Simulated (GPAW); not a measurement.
# Al K ELNES/XANES of MgMn2Al2O6 (P1) from DFT, part 2 of 3

What does one-electron theory with a core hole give for the Al K edge of MgMn2Al2O6 (P1)?

GPAW 26.7.0; X-ray absorption from dipole matrix elements to empty bands, plane-wave PAW PBE+U.

So far. Step 2 (Ground state of the crystal): The mesh shows a gap of 1.59 eV, so the hole is first treated in a charged cell, without the excited electron.

## 4. Spectrum with FCH, Al atom 3

The holes are 5.0 Å apart. In GPAW the data set carries the hole's charge, so charge=0 means a charged cell and charge=-1 a neutral one. The excited electron is left out and a uniform background balances the charge. After the field has converged, empty bands are computed with the density fixed and the dipole matrix elements are summed.

The absorber has 1 O at 1.75 Å, 1 O at 1.81 Å, 1 O at 1.83 Å and 1 O at 1.85 Å (distorted tetrahedral, site symmetry 1).

Contents of xas.py:

```python
import numpy as np
from ase import Atoms
from ase.parallel import parprint, paropen
from gpaw import GPAW, PW, FermiDirac, Mixer, MixerDif, setup_paths
from gpaw.test import gen
setup_paths.insert(0, '.')
gen('Al', name='fch1s', xcname='PBE', corehole=(1, 0, 1), write_xml=True)
from gpaw.mpi import world
world.barrier()

atoms = Atoms('Mn2Al2MgO6',
    cell=[[4.99243128, 0, 0],
     [2.3550023, 5.01509355, 0],
     [2.21448647, 1.17033366, 5.15527012]],
    scaled_positions=[[0.48193835, 0.05173212, 0.88156138],
     [0.26721511, 0.91515347, 0.45638021],
     [0.93525518, 0.47773096, 0.65918138],
     [0.05960184, 0.61880844, 0.10207228],
     [0.64050881, 0.33208084, 0.22930362],
     [0.08639005, 0.26617703, 0.18044793],
     [0.71765355, 0.27478977, 0.88406403],
     [0.32134269, 0.24201619, 0.55576841],
     [0.75687915, 0.70145001, 0.39824055],
     [0.34270998, 0.71408884, 0.12782186],
     [0.97800631, 0.71847334, 0.78904636]],
    magmoms=[4.0, 4.0, 0.0, 0.0, 0.0, 0.0, 0.0, 0.0, 0.0, 0.0, 0.0],
    pbc=True)
atoms.calc = calc = GPAW(legacy_gpaw=True, mode=PW(500, force_complex_dtype=True), xc='PBE', setups={'Mn': ':d,4', 2: 'fch1s'},
    kpts={'size': (3, 3, 3), 'gamma': True}, occupations=FermiDirac(0.02),
    charge=0, mixer=MixerDif(0.05, 8, 50), maxiter=150,
    convergence={'density': 0.0001, 'eigenstates': 1e-6}, txt='scf.txt')
energy = atoms.get_potential_energy() + calc.get_reference_energy()
ef = calc.get_fermi_level()
out = dict(energy=energy, fermi=ef, forces=atoms.get_forces().tolist(), magmoms=atoms.get_magnetic_moments().tolist())
parprint(f'all-electron energy {energy:.4f} eV, Fermi level {ef:.4f} eV')
ev = np.array([[calc.get_eigenvalues(k, s) for k in range(len(calc.get_ibz_k_points()))] for s in range(calc.get_number_of_spins())])
out['homo'], out['lumo'], out['counts'] = ev[ev < ef].max(), ev[ev > ef].min(), sorted(set((ev < ef).sum((0, 2)).tolist()))
out['filled'] = (ev[:, 0] < ef).sum(1).tolist()

from ase.units import Ha
from gpaw.xas import dipole_matrix_elements
nb = int(calc.get_number_of_electrons() / 2) + 90
top, nb = nb, nb + 8 + nb // 12
nscf = calc.fixed_density(kpts={'size': (4, 4, 3), 'gamma': True}, nbands=nb,
    convergence={'bands': top, 'eigenstates': 5e-3}, maxiter=60, txt='nscf.txt')
cell = atoms.cell.array
ops = [cell.T @ U.T @ np.linalg.inv(cell.T) for U in nscf.wfs.kd.symmetry.op_scc]
filled = [46, 36]  # bands filled in the ground state, by spin
E = np.arange(-6, 34, 0.1)
fwhm = np.interp(E, [4, 25], [0.9, 3.5])
Y, X, zero, highest = 0, 0, 1e9, 1e9
for spin in range(nscf.get_number_of_spins()):
    wfs = nscf.wfs
    mine = wfs.bd.get_slice()  # this rank's bands
    A = dipole_matrix_elements(wfs.setups[2])
    eps = np.zeros((wfs.kd.nibzkpts, nb))
    d = np.zeros((3, A.shape[1], wfs.kd.nibzkpts, nb), complex)
    for kpt in wfs.kpt_u:
        if kpt.s == spin and 2 in kpt.P_ani:
            eps[kpt.k, mine] = kpt.eps_n * Ha
            d[:, :, kpt.k, mine] = (kpt.weight * wfs.nspins / 2) ** 0.5 * np.inner(A, kpt.P_ani[2])
    world.sum(eps)
    world.sum(d)
    T = np.einsum('amkn,bmkn->abkn', d, d.conj()).real
    T = sum(np.einsum('ai,ijkn,bj->abkn', R, T, R) for R in ops) / len(ops)
    empty = np.ones_like(eps, bool) & (np.arange(nb) >= filled[spin])
    zero, highest = min(zero, eps[empty].min()), min(highest, eps[:, top - 1].min())
    lines = [(eps, T, empty)] if spin == 0 else lines + [(eps, T, empty)]
for eps, T, empty in lines:
    f = np.einsum('aakn->akn', T).reshape(3, -1)
    x = eps.ravel() - zero
    w = np.interp(x, E, fwhm) / 2.35482
    g = np.exp(-0.5 * ((E[:, None] - x) / w) ** 2) / (w * (2 * np.pi) ** 0.5)
    Y = Y + (f * empty.ravel()) @ g.T
    X = X + (f * ~empty.ravel()) @ g.T
out.update(E=E.round(2).tolist(), xas=Y.tolist(), xes=X.tolist(), zero=zero, valid=highest - zero, nk=len(eps), nb=nb)
for i in range(0, len(E), 10):
    parprint(f'{E[i]:7.2f}', *(f'{v:10.3e}' for v in Y[:, i]))
import json
with paropen('out.json', 'w') as f:
    json.dump(out, f)
```

Launch:

```bash
> OMP_NUM_THREADS=1 mpirun -n 4 gpaw python xas.py
```

Numbers of over 12 decimals in the logs are rounded to 6 here.

The log of the run:

```text
Input parameters:
  convergence: {density: 0.0001,
                eigenstates: 1e-06}
  kpts: {gamma: True,
         size: (3, 3, 3)}
  maxiter: 150
  mixer: {backend: pulay,
          beta: 0.05,
          method: difference,
          nmaxold: 8,
          weight: 50}
  mode: {ecut: 500.0,
         force_complex_dtype: True,
         name: pw}
  occupations: {fixmagmom: False,
                name: fermi-dirac,
                width: 0.02}
  setups: {2: fch1s,
           Mn: :d,4}
  xc: PBE

Initialize ...

[... PAW data sets ...]

Reference energy: -92349.577164  # eV

Spin-polarized calculation.
Initial magnetic moment: 8.000000

[... convergence settings ...]
Symmetries present (total): 1
  [... symmetry matrices ...]

27 k-points: 3 x 3 x 3 Monkhorst-Pack grid
14 k-points in the irreducible part of the Brillouin zone
       k-points in crystal coordinates                weights
   0:     0.00000000    0.00000000    0.00000000          1/27
   1:     0.00000000    0.00000000    0.33333333          2/27
   2:     0.00000000    0.33333333   -0.33333333          2/27
   3:     0.00000000    0.33333333    0.00000000          2/27
   4:     0.00000000    0.33333333    0.33333333          2/27
   5:     0.33333333   -0.33333333   -0.33333333          2/27
   6:     0.33333333   -0.33333333    0.00000000          2/27
   7:     0.33333333   -0.33333333    0.33333333          2/27
   8:     0.33333333    0.00000000   -0.33333333          2/27
   9:     0.33333333    0.00000000    0.00000000          2/27
          ...
  13:     0.33333333    0.33333333    0.33333333          2/27

Wave functions: Plane wave expansion
  Cutoff energy: 500.000 eV
  Number of coefficients (min, max): 3267, 3291
  Pulay-stress correction: 0.000000 eV/Ang^3 (de/decut=0.000000)
  Using FFTW library
  Wavefunction extrapolation:
    Improved wavefunction reuse through dual PAW basis

Occupation numbers: Fermi-Dirac:
  width: 0.0200  # eV

Eigensolver
   Davidson(niter=2)

Densities:
  Coarse grid: 27*30*30 grid
  Fine grid: 54*60*60 grid
  Total Charge: 1.000000

Density mixing:
  Method: difference
  Backend: pulay
  Linear mixing parameter: 0.05
  old densities: 8
  Width of damping distribution: 1.1
  Damping of long wavelength oscillations: 50

[... Hamiltonian set-up ...]
Number of atoms: 11
Number of atomic orbitals: 66
Number of bands in calculation: 58
Number of valence electrons: 82
Bands to converge: occupied

... initialized

Initializing position-dependent things.

Density initialized from atomic densities
Creating initial wave functions:
  58 bands from LCAO basis set

                    O     O
               Mn      Al
                 Mn
            O        O

          Al  OMg
       O

Atomic positions and initial magnetic moments

Positions:
   0 Mn     4.480079    1.291162    4.544687    ( 0.0000,  0.0000,  4.0000)
   1 Mn     4.499889    5.123697    2.352763    ( 0.0000,  0.0000,  4.0000)
   2 Al     7.254003    3.167328    3.398258    ( 0.0000,  0.0000,  0.0000)
   3 Al     1.980891    3.222841    0.526210    ( 0.0000,  0.0000,  0.0000)
   4 Mg     4.487537    1.933778    1.182122    ( 0.0000,  0.0000,  0.0000)
   5 O      1.457743    1.546087    0.930258    ( 0.0000,  0.0000,  0.0000)
   6 O      6.187714    2.412746    4.557589    ( 0.0000,  0.0000,  0.0000)
   7 O      3.404972    1.864168    2.865136    ( 0.0000,  0.0000,  0.0000)
   8 O      6.312482    3.983912    2.053038    ( 0.0000,  0.0000,  0.0000)
   9 O      3.675697    3.730817    0.658956    ( 0.0000,  0.0000,  0.0000)
  10 O      8.321968    4.526659    4.067747    ( 0.0000,  0.0000,  0.0000)

Unit cell:
           periodic     x           y           z      points  spacing
  1. axis:    yes    4.992431    0.000000    0.000000    27     0.1606
  2. axis:    yes    2.355002    5.015094    0.000000    30     0.1630
[...]
iter:  12  -108.956906c  -4.89  -3.13    +10.0000
iter:  13  -108.956906c  -6.03c -3.62    +10.0000
iter:  14  -108.956893c  -5.55  -3.67    +10.0000
iter:  15  -108.956893c  -6.61c -4.20c   +10.0000

Converged after 15 iterations.

Dipole moment: (0.120211, 0.519191, -0.511566) |e|*Ang

Total magnetic moment: (0.000000, 0.000000, 10.000010)
Local magnetic moments:
   0 Mn ( 0.000000,  0.000000,  4.507198)
   1 Mn ( 0.000000,  0.000000,  4.530531)
   2 Al ( 0.000000,  0.000000,  0.000258)
   3 Al ( 0.000000,  0.000000,  0.011859)
   4 Mg ( 0.000000,  0.000000,  0.004044)
   5 O  ( 0.000000,  0.000000,  0.040423)
   6 O  ( 0.000000,  0.000000,  0.023636)
   7 O  ( 0.000000,  0.000000,  0.037183)
   8 O  ( 0.000000,  0.000000,  0.023338)
   9 O  ( 0.000000,  0.000000,  0.029883)
  10 O  ( 0.000000,  0.000000,  0.028894)

Energy contributions relative to reference atoms: (reference = -92349.577164)

Kinetic:        +55.465626
Potential:      -62.081390
External:        +0.000000
XC:            -102.488454
Entropy (-ST):   -0.000000
Local:           +0.147326
SIC:             +0.000000
--------------------------
Free energy:   -108.956893
Extrapolated:  -108.956893

Spin contamination: 1.231949 electrons
Showing only first 2 kpts
                      Up                     Down
 Kpt  Band  Eigenvalues  Occupancy  Eigenvalues  Occupancy
  0    39      3.31428    1.00000      9.92073    0.00000
  0    40      3.45440    1.00000     10.16041    0.00000
  0    41      3.60946    1.00000     10.58469    0.00000
  0    42      3.88523    1.00000     10.69812    0.00000

  1    39      3.15473    1.00000      9.77460    0.00000
  1    40      3.27936    1.00000     10.11860    0.00000
  1    41      3.53586    1.00000     10.47351    0.00000
  1    42      3.66801    1.00000     10.65929    0.00000

Fermi level: 5.76654

Gap: 1.324 eV
Transition (v -> c):
  (s=0, k=11, n=45, [0.33, 0.33, -0.33]) -> (s=0, k=0, n=46, [0.00, 0.00, 0.00])
Direct/indirect transitions are different
Direct gap: 1.535 eV
Transition at: (s=0, k=0, n=45, [0.00, 0.00, 0.00])

Forces in eV/Ang:
  0 Mn   -0.44344   -0.21002    0.38044
  1 Mn   -0.36971   -0.05991   -0.31322
  2 Al   -0.19368   -0.49043    0.27781
  3 Al    0.50792   -0.43019    0.00654
  4 Mg    0.25647    0.17435    0.03973
  5 O     0.04130    0.06698   -0.02987
  6 O     1.97067    1.31660   -2.16755
  7 O    -1.60745    1.84149    0.71664
  8 O     1.16620   -0.81057    2.14276
  9 O     0.14872   -0.04234    0.01815
 10 O    -1.46751   -1.37161   -1.06318
Scalar-relativistic atomic PBE calculation for Al (Aluminium, Z=13)
Core hole in 1s state (1s occupation: 1.0)
450 radial gridpoints.
|------------------------------------------------|
|------------------------------------------------|
[... the atom generator's iteration count ...]

Energy contributions:
-------------------------
Kinetic:     +184.765236
XC:           -14.896209
Potential:   -354.468924
-------------------------
Total:       -184.599897

state      eigenvalue         ekin         rmax
-----------------------------------------------
1s^1.0 :   -60.636300    82.700333        0.077
2s^2.0 :    -5.219564    12.417049        0.471
2p^6.0 :    -3.893803    12.090812        0.390
3s^2.0 :    -0.681863     1.698318        1.791
3p^1.0 :    -0.434383     1.289297        2.020
-----------------------------------------------
(units: Bohr and Hartree)

Generating PAW setup
Kinetic energy of the core from tauc = 180.397025
Cutoffs:
rc(s)=2.050
rc(p)=2.050
rc(d)=2.050
rc(vbar)=1.845
rc(comp)=2.050
rc(nct)=2.050

Kinetic energy of the core states: 180.079303
Charge: 1.0
Core electrons: 9.0
Valence electrons: 3.0
Pseudo-core charge: 0.164936
Shape function alpha=2.380
Pseudo-electron charge 3.417904
state    eigenvalue         norm
--------------------------------
3s(2) :    -0.681863     1.122160
*s    :     0.318137
3p(1) :    -0.434383     1.008647
*p    :     0.565617
*d    :     0.000000
--------------------------------

Diagonalizing with gridspacing h=0.050

state   all-electron     PAW
-------------------------------
3s:      -0.681863    -0.682021
3p:      -0.434383    -0.434559
*d:                   -0.135907
*f:                   -0.021975
-------------------------------
all-electron energy -92458.5341 eV, Fermi level 5.7665 eV
  -6.00  2.952e-63  2.689e-62  2.503e-63
  -5.00  6.643e-47  6.051e-46  5.633e-47
  -4.00  1.590e-33  1.449e-32  1.349e-33
  -3.00  4.050e-23  3.691e-22  3.442e-23
  -2.00  1.097e-15  1.004e-14  9.580e-16
  -1.00  3.169e-11  3.066e-10  3.729e-11
  -0.00  1.732e-09  2.045e-08  6.210e-09
[...]
31.00  6.437e-06  6.316e-06  8.600e-06
  32.00  6.912e-06  6.212e-06  8.953e-06
  33.00  7.514e-06  6.355e-06  8.706e-06
```

It took 58 s on 4 MPI ranks of AMD EPYC 9R45 (Zen 5), shared host; peak memory 0.56 GiB.

The Al K spectrum, Al atom 3, full core hole (charged cell) (energy from the lowest empty level; intensity scaled to a mean of 1 over the first 20 eV; polarised curves are means over the symmetry-equivalent atoms):

```
E (eV)  isotropic  ε ∥ x  ε ∥ y  ε ∥ z
 -2.00       0.00   0.00   0.00   0.00
 -1.25       0.00   0.00   0.00   0.00
 -0.50       0.00   0.00   0.00   0.00
  0.25       0.00   0.00   0.00   0.00
  1.00       0.01   0.01   0.02   0.02
  1.75       0.06   0.05   0.05   0.07
  2.50       0.33   0.28   0.26   0.45
  3.25       0.73   0.66   0.58   0.96
  4.00       1.23   1.02   1.10   1.58
  4.75       1.69   1.17   1.50   2.40
  5.50       1.97   1.69   1.86   2.37
  6.25       2.08   2.30   1.93   2.01
  7.00       1.71   2.32   1.80   1.01
  7.75       1.25   1.60   1.55   0.60
  8.50       0.87   0.93   1.19   0.49
  9.25       0.77   0.85   0.94   0.52
 10.00       0.82   0.98   0.90   0.58
 10.75       0.91   0.97   1.06   0.68
 11.50       0.92   0.80   1.11   0.85
 12.25       0.89   0.67   0.96   1.04
 13.00       0.94   0.70   0.88   1.24
 13.75       1.07   0.87   0.99   1.34
 14.50       1.15   1.06   1.14   1.25
 15.25       1.15   1.17   1.17   1.12
 16.00       1.09   1.15   1.05   1.08
 16.75       1.03   1.07   0.92   1.10
 17.50       1.01   1.01   0.91   1.10
 18.25       1.01   1.00   0.98   1.06
 19.00       1.03   1.02   1.07   1.01
 19.75       1.03   1.05   1.09   0.96
 20.50       0.99   1.04   1.03   0.90
 21.25       0.91   1.00   0.91   0.83
 22.00       0.81   0.93   0.77   0.74
 22.75       0.71   0.83   0.67   0.64
 23.50       0.63   0.72   0.60   0.56
 24.25       0.57   0.63   0.56   0.50
 25.00       0.52   0.55   0.53   0.46
 25.75       0.48   0.50   0.51   0.43
 26.50       0.45   0.46   0.48   0.42
 27.25       0.43   0.42   0.46   0.40
 28.00       0.41   0.39   0.45   0.40
 28.75       0.40   0.37   0.43   0.42
 29.50       0.40   0.36   0.41   0.44
 30.25       0.41   0.37   0.39   0.48
 31.00       0.42   0.38   0.38   0.51
 31.75       0.44   0.40   0.37   0.53
```

Main maxima below 24 eV (height): 6.0 eV (2.13) and 14.8 eV (1.16). A K edge sees empty p states on the absorber.

The hole costs E(hole) − E(ground) = 1551.46 eV, and the lowest empty level of the hole cell on the spectrum's mesh lies at 6.28 eV, which puts the zero at 1557.74 eV. The tabulated edge of the element is 1559 eV. The functional and the charged cell's background leave an error of a few eV in such absolute values.

(Part 2 of 3 ends here.)

[Banner, clock and machine lines of the logs are left out without a mark of their own.]

[Logs are printed without paths, hosts, clocks, repeated set-up lines and the standing remarks that a program may print on its own settings, such as how far it seeks lower states.]

[Hosts, paths, dates, database ids (printed as entryN), source tags and the programs' standing remarks are cut or masked in the printed files.]

[Lists of maxima count a maximum above −3 eV only where it reaches 4 % of the highest in the window and stands out from its surroundings by 2 % of it (1.5 % where it reaches 55 %); shoulders and weaker maxima are passed over, and of the rest the first, up to two pre-edge ones and the few strongest are named.]
